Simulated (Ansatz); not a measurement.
## GaCu2SnSe4, from a guessed structure to a relaxed one

Starting from a made-up structure for GaCu2SnSe4, the aim is the relaxed cell, its shortest contacts and, where a second run follows, its electronic structure.

Method: DFT, PBEsol, plane-wave PAW, files of the set soft_1, scalar-relativistic, ferromagnetic start, cell and ions relaxed at zero pressure; PAW set soft_1, in Ansatz 0.2.0.

## Step 1: Set-up

It takes space group I-4 (No. 82, tetragonal). Conventional cell: a = 5.731 Å, b = 5.731 Å, c = 11.590 Å, α = 90.00°, β = 90.00°, γ = 90.00°. Nearest to Sn lie 4 Se at 2.63 Å. Se has 2 Cu at 2.44 to 2.45 Å and 1 Ga at 2.45 Å and 1 Sn at 2.63 Å nearest. Nearest to Ga lie 4 Se at 2.45 Å. Nearest to Cu lie 4 Se at 2.44 Å. Nearest to Cu lie 4 Se at 2.45 Å. Farther neighbours and most contacts between anions are not listed.

## Step 2: Relaxing cell and atoms

The guessed cell has no reason to be at equilibrium. It is relaxed with the atoms, within the space group of the guess.

File input.yaml:

```yaml
crystal:
  lattice:
    - [-2.8655, 2.8655, 5.795]
    - [2.8655, -2.8655, 5.795]
    - [2.8655, 2.8655, -5.795]
  atoms:
    - { symbol: Sn, position: [0.5, 0.5, 0.0] }
    - { symbol: Se, position: [0.3659, 0.896, 0.9999] }
    - { symbol: Se, position: [0.8961, 0.366, 0.0001] }
    - { symbol: Se, position: [0.104, 0.1039, 0.4699] }
    - { symbol: Se, position: [0.634, 0.6341, 0.5301] }
    - { symbol: Ga, position: [0.75, 0.25, 0.5] }
    - { symbol: Cu, position: [0.0, 0.0, 0.0], spin: 0.6 }
    - { symbol: Cu, position: [0.25, 0.75, 0.5], spin: 0.6 }
magnetization:
  spin_polarized: true
kpoints:
  mp_grid: { grid: [7, 7, 7] }
scf:
  occupations: { method: fermi_dirac, width: 0.05 }
hamiltonian:
  xc: pbesol
  pseudopotentials: { kind: paw, azcp: { folder: soft_1 }, xc_functional: pbe }
relax:
  f_tol: 0.015
  max_steps: 70
  cell: {}
output:
  forces: true
  stress: true
```

Launch:

```
ansatz run input.yaml --threads 4 --pin off --max-ram 10240MiB --backend cpu --events-out ev --progress --plain --runs-dir out
```

Numbers of over 12 decimals in the logs are rounded to 6 here.

Log:

```text
Engine: ansatz 0.2.0, x86_64-unknown-linux-gnu
Pseudopotentials: kind: paw
Pseudopotential: Sn, paw, valence charge 14, recommended cutoff 420 eV (normal), soft_1/Sn.paw.azcp
Pseudopotential: Se, paw, valence charge 16, recommended cutoff 420 eV (normal), soft_1/Se.paw.azcp
Pseudopotential: Ga, paw, valence charge 13, recommended cutoff 420 eV (normal), soft_1/Ga.paw.azcp
Pseudopotential: Cu, paw, valence charge 19, recommended cutoff 420 eV (normal), soft_1/Cu.paw.azcp
Functional definition: PBEsol
  exchange = pbesol_x
  correlation = pbesol_c
Crystal: 8 atoms, lattice volume = 190.333 Å³
Basis set: ecut = 420 eV, 3739 PW (Γ), exchange–correlation on 96×96×96 points (8 copies of the dense FFT grid, shifted against one another)
Bands: 79, of which v1, the nominal top of the filled ones, is band 65 counted from 1 (64 counted from 0)
Symmetry: 4 space group operations
Space group: I-4 (ITA 82), of the structure as read, at distance tolerance 5.8e-5 Å
Magnetic group: BNS 82.39 (UNI 699), of the structure as read, at distance tolerance 5.8e-5 Å
k-points: 52 of 343 (time reversal used)
Non-local potential: Sn, projectors of the file, l = 0: 2, l = 1: 2, l = 2: 2, l = 3: 1
Non-local potential: Se, projectors of the file, l = 0: 2, l = 1: 2, l = 2: 3, l = 3: 1
Non-local potential: Ga, projectors of the file, l = 0: 2, l = 1: 2, l = 2: 3, l = 3: 1
Non-local potential: Cu, projectors of the file, l = 0: 3, l = 1: 2, l = 2: 3, l = 3: 1
PAW form: soft (Blöchl's): semilocal exchange-correlation on the pseudo side does not see the compensation charge
PAW frozen core: Sn, regenerated for the run's functional, and the local potential with it (the file was generated under x = pbe(κ = 0.804, μ = 0.219515), c = pbe(β = 0.066725))
PAW frozen core: Se, regenerated for the run's functional, and the local potential with it (the file was generated under x = pbe(κ = 0.804, μ = 0.219515), c = pbe(β = 0.066725))
PAW frozen core: Ga, regenerated for the run's functional, and the local potential with it (the file was generated under x = pbe(κ = 0.804, μ = 0.219515), c = pbe(β = 0.066725))
PAW frozen core: Cu, regenerated for the run's functional, and the local potential with it (the file was generated under x = pbe(κ = 0.804, μ = 0.219515), c = pbe(β = 0.066725))
PAW one-centre angular grid: Sn, 590 points (default); XC on 64 Gauss nodes
PAW one-centre angular grid: Se, 590 points (default); XC on 64 Gauss nodes
PAW one-centre angular grid: Ga, 590 points (default); XC on 64 Gauss nodes
PAW one-centre angular grid: Cu, 590 points (default); XC on 64 Gauss nodes
Initial density: superposition of atomic densities (chi_scale 0.1, normalization cell, long waves kept (reshape's long-wave potential 0.04 eV rms))
Starting moments: Σ|m| = 1.2 μB on 2 of 8 sites
Initial wavefunctions: pseudopotential atomic-orbital guess
Functional: x = pbesol(κ = 0.804, μ = 0.123457), c = pbesol(β = 0.046)
SCF iter   1: F=—  HF=-44573.791984 eV  |F-HF|=—  |Δ(HF+E_count)|=         —  Δρ=9.84e-2 (↑9.84e-2 ↓8.86e-2)  dr2=5.43e1  dr2_m=5.10e-2  M=0.923 μB ∫|m|=1.145 μB  β_m=0.30  ethr=3.10e-3  ⟨swp⟩=6.0  Hψ=28683  notcnv=0  defer=14
preconditioner: auto → Kerker (q_TF=auto, 2.557 Å⁻¹)  [metal: Δε(μ)=0.001 eV  Ē_g=12.617 eV  σ=0.050 eV  W_gap=0.00  n_scr=60 (ndim 8)  ℏωp=23.0 eV  f_vac=0.067  D(μ)=6.35/eV (n_scr^D=44)]
spin=Collinear: Kerker preconditioning applied to the charge; magnetization (m = ρ↑ − ρ↓) channel mixes plain (no charge-response kernel on spin).
SCF iter   2: F=—  HF=-44572.178889 eV  |F-HF|=—  |Δ(HF+E_count)|=    1.61e0  Δρ=6.56e-2 (↑1.79e-2 ↓6.56e-2)  dr2=6.58e0  dr2_m=1.34e0  M=0.058 μB ∫|m|=0.164 μB  β_m=0.30  ethr=3.10e-3  ⟨swp⟩=3.2  Hψ=19856  notcnv=0  defer=548
SCF iter   3: F=—  HF=-44570.030365 eV  |F-HF|=—  |Δ(HF+E_count)|=    2.15e0  Δρ=2.35e-2 (↑1.91e-2 ↓2.35e-2)  dr2=1.14e0  dr2_m=6.02e-1  M=0.081 μB ∫|m|=0.202 μB  β_m=0.30  ethr=3.10e-3  ⟨swp⟩=2.0  Hψ=17020  notcnv=0  defer=660
SCF iter   4: F=—  HF=-44569.967416 eV  |F-HF|=—  |Δ(HF+E_count)|=   6.29e-2  Δρ=2.73e-2 (↑2.73e-2 ↓4.09e-3)  dr2=1.21e0  dr2_m=3.05e-1  M=0.081 μB ∫|m|=0.191 μB  β_m=0.30  ethr=8.85e-4  ⟨swp⟩=2.8  Hψ=17224  notcnv=0  defer=644
SCF iter   5: F=—  HF=-44569.768931 eV  |F-HF|=—  |Δ(HF+E_count)|=   1.98e-1  Δρ=2.05e-2 (↑2.81e-3 ↓2.05e-2)  dr2=5.08e-1  dr2_m=2.08e-1  M=0.044 μB ∫|m|=0.115 μB  β_m=0.30  ethr=8.85e-4  ⟨swp⟩=2.4  Hψ=14988  notcnv=0  defer=644
SCF iter   6: F=—  HF=-44569.730243 eV  |F-HF|=—  |Δ(HF+E_count)|=   3.87e-2  Δρ=1.22e-2 (↑4.18e-3 ↓1.22e-2)  dr2=1.33e-1  dr2_m=1.12e-1  M=0.037 μB ∫|m|=0.096 μB  β_m=0.30  ethr=3.93e-4  ⟨swp⟩=2.0  Hψ=10253  notcnv=0  defer=655
SCF iter   7: F=—  HF=-44569.695467 eV  |F-HF|=—  |Δ(HF+E_count)|=   3.48e-2  Δρ=7.27e-3 (↑7.27e-3 ↓4.74e-3)  dr2=8.45e-3  dr2_m=6.03e-2  M=0.032 μB ∫|m|=0.080 μB  β_m=0.30  ethr=1.03e-4  ⟨swp⟩=2.0  Hψ=10105  notcnv=0  defer=655
Mixer restart at iter 7: flushing history
spin-set hold released at iteration 7 (site moments contracting): the magnetisation degrees of freedom join the quasi-Newton model from the next iteration; the mixer history was flushed
SCF iter   8: F=—  HF=-44569.709238 eV  |F-HF|=—  |Δ(HF+E_count)|=   1.38e-2  Δρ=6.82e-3 (↑6.82e-3 ↓2.24e-3)  dr2=2.04e-2  dr2_m=3.34e-2  M=0.026 μB ∫|m|=0.066 μB  β_m=0.65  ethr=6.55e-6  ⟨swp⟩=2.0  Hψ=12383  notcnv=0  defer=651
SCF iter   9: F=—  HF=-44569.745739 eV  |F-HF|=—  |Δ(HF+E_count)|=   3.65e-2  Δρ=4.93e-3 (↑3.02e-3 ↓4.93e-3)  dr2=7.03e-2  dr2_m=1.71e-3  M=0.009 μB ∫|m|=0.023 μB  β_m=0.53  ethr=6.55e-6  ⟨swp⟩=2.1  Hψ=15557  notcnv=0  defer=651
SCF iter  10: F=—  HF=-44569.723540 eV  |F-HF|=—  |Δ(HF+E_count)|=   2.22e-2  Δρ=6.68e-4 (↑2.91e-4 ↓6.68e-4)  dr2=1.72e-3  dr2_m=1.46e-4  M=0.003 μB ∫|m|=0.006 μB  β_m=0.53  ethr=6.55e-6  ⟨swp⟩=2.0  Hψ=16031  notcnv=0  defer=645
SCF iter  11: F=—  HF=-44569.724292 eV  |F-HF|=—  |Δ(HF+E_count)|=   7.53e-4  Δρ=2.43e-4 (↑1.61e-4 ↓2.43e-4)  dr2=2.33e-4  dr2_m=7.66e-6  M=0.003 μB ∫|m|=0.006 μB  β_m=0.77  ethr=1.34e-6  ⟨swp⟩=2.0  Hψ=10168  notcnv=0  defer=645
SCF iter  12: F=—  HF=-44569.724686 eV  |F-HF|=—  |Δ(HF+E_count)|=   3.93e-4  Δρ=2.95e-4 (↑2.23e-4 ↓2.95e-4)  dr2=3.83e-4  dr2_m=7.86e-6  M=0.002 μB ∫|m|=0.004 μB  β_m=0.74  ethr=1.81e-7  ⟨swp⟩=2.0  Hψ=14187  notcnv=0  defer=645
SCF iter  13: F=—  HF=-44569.724697 eV  |F-HF|=—  |Δ(HF+E_count)|=   1.14e-5  Δρ=2.23e-4 (↑2.23e-4 ↓2.22e-4)  dr2=2.61e-4  dr2_m=2.77e-6  M=0.001 μB ∫|m|=0.002 μB  β_m=0.59  ethr=1.81e-7  ⟨swp⟩=2.0  Hψ=14295  notcnv=0  defer=645
[...]
SCF 3 converged in 10 iterations: F = -44569.915111 eV  dr2 = 8.69e-8
relax step   3: F+E_penalty+E_count = -44569.91511082 eV  Δ(F+E_penalty+E_count) = -2.737e-2 eV  max|allowed force component| = 4.643e-2 eV/Å  Δτ_max = 0.0182 Å  P = +0.195 GPa  Ω = 187.684 Å³  energy of the carried Pulay correction = +6.138e-4 eV  (10 SCF iters, dr2 threshold 8.00e-7 eV, accepted)
[...]
relax step   4: F+E_penalty+E_count = -44569.91606205 eV  Δ(F+E_penalty+E_count) = -9.512e-4 eV  max|allowed force component| = 1.413e-3 eV/Å  Δτ_max = 0.0066 Å  P = -0.013 GPa  Ω = 188.354 Å³  energy of the carried Pulay correction = +4.578e-4 eV  (9 SCF iters, dr2 threshold 1.73e-7 eV, accepted)
Initial wavefunctions: pseudopotential atomic-orbital guess (no wavefunctions were taken with the density)
iter 1 solved again at ethr=1.43e-7 eV; its pass at ethr=3.10e-3 eV (dr2=1.84e-4 eV) is discarded
SCF iter   1: F=—  HF=-44569.915628 eV  |F-HF|=—  |Δ(HF+E_count)|=         —  Δρ=6.48e-6 (↑6.48e-6 ↓6.44e-6)  dr2=1.19e-7  dr2_m=7.78e-12  M=0.000 μB ∫|m|=0.000 μB  β_m=0.30  ethr=1.43e-7  ⟨swp⟩=4.0  Hψ=54084  notcnv=0
preconditioner: auto → Kerker (q_TF=auto, 2.561 Å⁻¹)  [metal: Δε(μ)=0.017 eV  Ē_g=12.997 eV  σ=0.050 eV  W_gap=0.08  n_scr=60 (ndim 8)  ℏωp=23.1 eV  f_vac=0.119  D(μ)=3.34/eV (n_scr^D=14)]
spin=Collinear: Kerker preconditioning applied to the charge; magnetization (m = ρ↑ − ρ↓) channel mixes plain (no charge-response kernel on spin).
SCF iter   2: F=—  HF=-44569.915624 eV  |F-HF|=—  |Δ(HF+E_count)|=   4.27e-6  Δρ=1.56e-5 (↑1.56e-5 ↓1.56e-5)  dr2=1.08e-6  dr2_m=3.72e-12  M=0.000 μB ∫|m|=0.000 μB  β_m=0.55  ethr=9.20e-11  ⟨swp⟩=3.0  Hψ=17707  notcnv=0
SCF iter   3: F=—  HF=-44569.915624 eV  |F-HF|=—  |Δ(HF+E_count)|=   6.12e-8  Δρ=3.70e-6 (↑3.70e-6 ↓3.68e-6)  dr2=7.32e-8  dr2_m=7.79e-13  M=0.000 μB ∫|m|=0.000 μB  β_m=0.77  ethr=9.20e-11  ⟨swp⟩=2.0  Hψ=14940  notcnv=0
SCF iter   4: F=—  HF=-44569.915624 eV  |F-HF|=—  |Δ(HF+E_count)|=   9.63e-8  Δρ=1.25e-6 (↑1.25e-6 ↓1.25e-6)  dr2=8.27e-9  dr2_m=7.29e-15  M=0.000 μB ∫|m|=0.000 μB  β_m=0.65  ethr=5.68e-11  ⟨swp⟩=2.0  Hψ=14938  notcnv=0
SCF iter   5: F=—  HF=-44569.915624 eV  |F-HF|=—  |Δ(HF+E_count)|=   3.41e-9  Δρ=9.25e-7 (↑9.25e-7 ↓9.24e-7)  dr2=3.35e-9  dr2_m=1.40e-15  M=0.000 μB ∫|m|=0.000 μB  β_m=0.78  ethr=6.41e-12  ⟨swp⟩=2.0  Hψ=14730  notcnv=0
SCF iter   6: F=—  HF=-44569.915624 eV  |F-HF|=—  |Δ(HF+E_count)|=   5.88e-9  Δρ=7.62e-7 (↑7.62e-7 ↓7.62e-7)  dr2=3.21e-9  dr2_m=1.82e-15  M=0.000 μB ∫|m|=0.000 μB  β_m=0.71  ethr=2.60e-12  ⟨swp⟩=2.0  Hψ=14938  notcnv=0
SCF iter   7: F=—  HF=-44569.915624 eV  |F-HF|=—  |Δ(HF+E_count)|=  2.04e-10  Δρ=6.04e-7 (↑6.04e-7 ↓6.04e-7)  dr2=2.01e-9  dr2_m=1.73e-15  M=0.000 μB ∫|m|=0.000 μB  β_m=0.60  ethr=2.49e-12  ⟨swp⟩=2.0  Hψ=14938  notcnv=0
SCF iter   8: F=—  HF=-44569.915624 eV  |F-HF|=—  |Δ(HF+E_count)|=  1.46e-10  Δρ=2.15e-7 (↑2.15e-7 ↓2.15e-7)  dr2=3.84e-10  dr2_m=3.04e-16  M=0.000 μB ∫|m|=0.000 μB  β_m=0.67  ethr=1.56e-12  ⟨swp⟩=2.0  Hψ=11446  notcnv=0
SCF iter   9: F=—  HF=-44569.915624 eV  |F-HF|=—  |Δ(HF+E_count)|=  8.73e-11  Δρ=9.84e-8 (↑9.84e-8 ↓9.84e-8)  dr2=9.73e-11  dr2_m=1.43e-17  M=0.000 μB ∫|m|=0.000 μB  β_m=0.84  ethr=1.00e-12  ⟨swp⟩=1.0  Hψ=8216  notcnv=0
SCF iter  10: F=-44569.915624 eV  HF=-44569.915624 eV  |F-HF|=7.28e-12  |Δ(HF+E_count)|=  2.91e-11  Δρ=3.37e-8 (↑3.37e-8 ↓3.37e-8)  dr2=8.85e-12  dr2_m=1.23e-17  M=-0.000 μB ∫|m|=0.000 μB  ethr=1.00e-12  ⟨swp⟩=3.1  Hψ=21996  notcnv=0
the starting moments were not kept: the SCF closed with an absolute magnetisation of 3.5e-9 μB, where they sum to 1.2 μB in size (2 sites). That is at most 0.1 of that sum. Measured as dr2_m measures the in/out step, that magnetisation stands 9.3e-19 eV from none, at or under the dr2_threshold of 8.0e-11 eV: it is no larger than a step whose dr2_m would equal this threshold.
SCF 5 converged in 10 iterations: F = -44569.915624 eV  dr2 = 8.85e-12
relax step   5: F+E_penalty+E_count = -44569.91562389 eV  Δ(F+E_penalty+E_count) = +4.382e-4 eV  max|allowed force component| = 1.413e-3 eV/Å  Δτ_max = 0.0000 Å  P = -0.014 GPa  Ω = 188.354 Å³  stress off target by 2.53e-2 GPa  SCF on the basis re-selected at this cell (its energy is not comparable with the rows above)  (10 SCF iters)
basis re-selected at this cell: Δ(F+E_penalty+E_count) = +4.382e-4 eV, ΔP = -0.000 GPa vs the last step (what re-selecting the basis moved, of the pressure what is left beyond the Pulay correction that the steps carried, after the strain that the cell walked since its last selection, with what the two solves' SCF thresholds leave and, on support functions, any second-order correction that the steps lacked; it is no m [...]
SCF converged after 10 iterations
Magnetization: -0.0000 μB (64.5000 up, 64.5000 down)
Absolute magnetization: 0.0000 μB (∫|ρ↑−ρ↓|, with the PAW one-centre terms)
Spin contamination: 0.0000 ħ² per cell (⟨S²⟩ above its minimum at these occupations)
Per-site moments (μB) at R_I (Å): [(-1.362746336001636e-10, 1.127345), (-3.985751613998759e-11, 0.979389), (-3.985749385181099e-11, 0.979389), (-3.985746544028078e-11, 0.979389), (-3.9857745607567187e-11, 0.979389), (4.239867429124189e-11, 1.010579), (8.180746388009593e-12, 0.979389), (5.95733784047078e-11, 0.993216)]
Free energy (F): -44569.915624 eV
Harris-Foulkes:  -44569.915624 eV  (|F-HF|=7.28e-12)
Internal energy: -44569.889237 eV  (E = F + TS)
E sigma→0 (E₀):  -44569.902430 eV
Entropy (-TS):   -0.026387 eV (-3.298 meV/atom)
Fermi energy:    8.588005 eV
--- Per-component energies (eV) ---
  E_band       = -2753.109918
  E_kinetic    = 1244.277474
  E_local      = -26123.113981  (includes V_loc(G=0)·N_el)
  E_nonlocal   = 440.850963
  E_hartree    = 12669.035265
  E_xc         = -660.375960
  E_vxc        = -672.068670  (∫ρ·V_xc dr)
  E_paw        = -18158.501372  (= ΣΔE_a)
  E_vpaw       = -2981.126566  (= ΣTr[D̂ρ^β])
  E_aug_tail   = 0.000467  (compensation charges beyond the density's cutoff)
  E_ewald      = -13987.656124
  E_core_change = 5.594031  (= ΣΔE_core)
  E_smearing   = -0.026387  (= −TS)
  E_closure    = -0.000000  (closes the sum)
  Σ components = -44569.915624   (vs F -44569.915624, Δ=0.00e0)
--- Forces (eV/Å), atoms counted from 1 ---
  atom   1  Sn     0.00000000     0.00000000     0.00000000
  atom   2  Se    -0.00048464     0.00060300    -0.00141320
  atom   3  Se     0.00048464    -0.00060300    -0.00141320
  atom   4  Se     0.00060300     0.00048464     0.00141320
  atom   5  Se    -0.00060300    -0.00048464     0.00141320
  atom   6  Ga     0.00000000     0.00000000     0.00000000
  atom   7  Cu    -0.00000000    -0.00000000     0.00000000
  atom   8  Cu     0.00000000    -0.00000000     0.00000000
  max |Σ_I F_I| component: 1.42e-17 eV/Å
--- Stress (GPa, compression-positive) ---
       -0.025325      -0.000000      -0.000000
        0.000000      -0.025325      -0.000000
       -0.000000      -0.000000       0.010039
  P = ⅓ Tr σ = -0.0135 GPa (-0.135 kbar)
--- Relaxed structure (4 steps of the walk, 4 accepted, 1 SCFs on fresh bases) ---
  F+E_penalty+E_count = -44569.91562389 eV   max|allowed force component| = 1.413e-3 eV/Å   (the final SCF, on the basis selected at the relaxed cell)
  cell:  # Å, volume = 188.3535 Å³
    - [-2.853220, 2.853220, 5.784198]
    - [2.853220, -2.853220, 5.784198]
    - [2.853220, 2.853220, -5.784198]
  atoms:
    - { symbol: Sn, position: [0.5, 0.5, 0] }
    - { symbol: Se, position: [0.353497, 0.909753, 0.993721] }
    - { symbol: Se, position: [0.916032, 0.359777, 0.0062794] }
    - { symbol: Se, position: [0.090247, 0.083968, 0.443745] }
    - { symbol: Se, position: [0.640223, 0.646503, 0.556255] }
    - { symbol: Ga, position: [0.75, 0.250000, 0.5] }
    - { symbol: Cu, position: [2.745228657053663e-19, -3.7815511284549704e-19, 0] }
    - { symbol: Cu, position: [0.250000, 0.75, 0.5] }
```

Wall time 3.3 min (4 threads of Intel Xeon Platinum 8488C (Sapphire Rapids), shared host); peak memory 1.5 GiB; 12 min of CPU time.

Relaxation path:

```csv
step,energy less that of the first step (eV),largest force component (eV/Å),pressure (GPa),volume (Å³)
1,0.0000,0.6654,0.03,190.33
2,-0.1631,0.1217,-1.48,193.17
3,-0.1905,0.0464,0.20,187.68
4,-0.1914,0.0014,-0.01,188.35
5*,-0.1910,0.0014,-0.01,188.35
```

Relaxation steps marked * repeat the geometry before them on a plane-wave basis chosen anew for their cell, so energy and pressure can jump there.

The run keeps the 4 symmetry operations that it works with, so distortions that break them were not tested.

```csv
"conventional cell, symmetrised",before,after,change
a (Å),5.731,5.706,-0.4 %
b (Å),5.731,5.706,-0.4 %
c (Å),11.590,11.568,-0.2 %
volume (Å³/atom),23.79,23.54,-1.0 %
```

The atoms that moved most (Å, as changes of fractional coordinates times the final cell):

```csv
atom,dx,dy,dz,length
Se3,-0.057,0.092,0.044,0.117
Se2,0.057,-0.092,0.044,0.117
Se4,-0.092,-0.057,-0.044,0.117
Se5,0.092,0.057,-0.044,0.117
```

The relaxed structure:

```cif
data_structure
_symmetry_space_group_name_H-M 'P 1'
_symmetry_Int_Tables_number 1
_cell_length_a 7.0526
_cell_length_b 7.0526
_cell_length_c 7.0526
_cell_angle_alpha 132.272
_cell_angle_beta 132.272
_cell_angle_gamma 69.799
_cell_volume 188.35
loop_
_atom_site_label
_atom_site_type_symbol
_atom_site_fract_x
_atom_site_fract_y
_atom_site_fract_z
_atom_site_occupancy
Sn1 Sn 0.50000 0.50000 0.00000 1
Se2 Se 0.35350 0.90975 0.99372 1
Se3 Se 0.91603 0.35978 0.00628 1
Se4 Se 0.09025 0.08397 0.44374 1
Se5 Se 0.64022 0.64650 0.55626 1
Ga6 Ga 0.75000 0.25000 0.50000 1
Cu7 Cu 0.00000 0.00000 0.00000 1
Cu8 Cu 0.25000 0.75000 0.50000 1
```

Numbers from this step:

```yaml
free_energy: -44569.9156 eV
energy_at_zero_smearing: -44569.9024 eV
smearing_term_ts: 0.02639 eV
fermi_energy: 8.588 eV
electrons: 129
symmetry_operations: 4
pressure: -0.01354 GPa
```

Shortest distances by pair of elements, guess and relaxed (not always the same contact):

```csv
pair,guess (Å),relaxed (Å)
Cu–Se,2.435,2.374
Ga–Se,2.454,2.450
Se–Sn,2.631,2.733
Se–Se,3.808,3.581
Cu–Ga,4.052,4.035
```

The relaxation ends with a largest force component of 0.0014 eV/Å and a pressure of -0.01 GPa. The starting moments have collapsed: the run ends non-magnetic.

## Step 3: Summary of results

```json
{
  "space group, relaxed": "I-4",
  "conventional cell": "a = 5.706, b = 5.706, c = 11.568 Å; α = 90.0°, β = 90.0°, γ = 90.0°",
  "volume per atom": "23.54 Å³ (guess 23.79)",
  "total moment": "0.00 μB in the cell of 8 atoms"
}
```

In words: GaCu2SnSe4 relaxes to I-4 with a = 5.706, b = 5.706 and c = 11.568 Å. The guessed volume was near the relaxed one. The space group I-4 was held in the relaxation, so the end point is a stationary structure within it and may be a saddle against distortions or other arrangements. The moments died out from this one start and weren't seeded again at the relaxed cell. Mesh and cutoff weren't tested. No dispersion term is used, so weakly bound directions may come out too long. Nothing here tests whether the compound is stable against decomposition.

[Logs are printed without paths, hosts, clocks, repeated set-up lines and the standing remarks that a program may print on its own settings, such as how far it seeks lower states.]

[Hosts, paths, dates, database ids (printed as entryN), source tags and the programs' standing remarks are cut or masked in the printed files.]
